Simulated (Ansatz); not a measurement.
# Zn7Mo: which shell does photoemission see at 21.2 and 100 eV? (r²SCAN)

The valence band of Zn7Mo mixes several shells. Work out by hand which one leads the spectrum's area at each photon energy.

Filled states come from the projected DOS of Ansatz 0.2.0 (r²SCAN, plane waves); cross sections σ and asymmetry parameters β are those of free atoms in a Dirac–Hartree–Slater calculation. A shell's area is states × σ × angular factor, which is 1 + β·P₂(cos θ) for linear light, with θ = 30° from the polarisation and P₂ = 0.625.

**At 21.2 eV** (states counted from 11.2 eV below the zero; other shells add 1.2 to the products' sum of 67.5):

| shell | filled states a cell | cross section (Mb an electron) | β | angular factor | product | share by hand (%) | share in the simulated spectrum (%) |
| --- | --- | --- | --- | --- | --- | --- | --- |
| Mo 4d | 6.38 | 5.02 | 0.32 | 1.20 | 38.5 | 57 | 57 |
| Zn 3d | 69.75 | 0.394 | 0.01 | 1.01 | 27.7 | 41 | 41 |

**At 100 eV** (states counted from 12.3 eV below the zero; other shells add 0.6 to the products' sum of 74.6):

```
shell  filled states a cell  cross section (Mb an electron)      β  angular factor  product  share by hand (%)  share in the simulated spectrum (%)
Mo 4d                  6.38                           0.021  -0.79            0.51    0.068                  0                                    0
Zn 3d                 69.75                           0.781   0.57            1.36     73.9                 99                                   99
```

Mo 4d leads at 21.2 eV and Zn 3d at 100 eV. Between the two energies σ of Mo 4d changes by a factor 0.0042 and that of Zn 3d by 2.0, so their ratio moves 474-fold in favour of the second. The simulated spectrum uses the same rule on the energy-resolved DOS, so the two share columns agree within a few points.

Only crystals where the two columns agree within 4 points and the lead is clear are worked in this form. Free-atom cross sections ignore the solid's final states, no escape depth or background enters, and the count of states a shell hangs on the projection.

[Logs are printed without paths, hosts, clocks, repeated set-up lines and the standing remarks that a program may print on its own settings, such as how far it seeks lower states.]
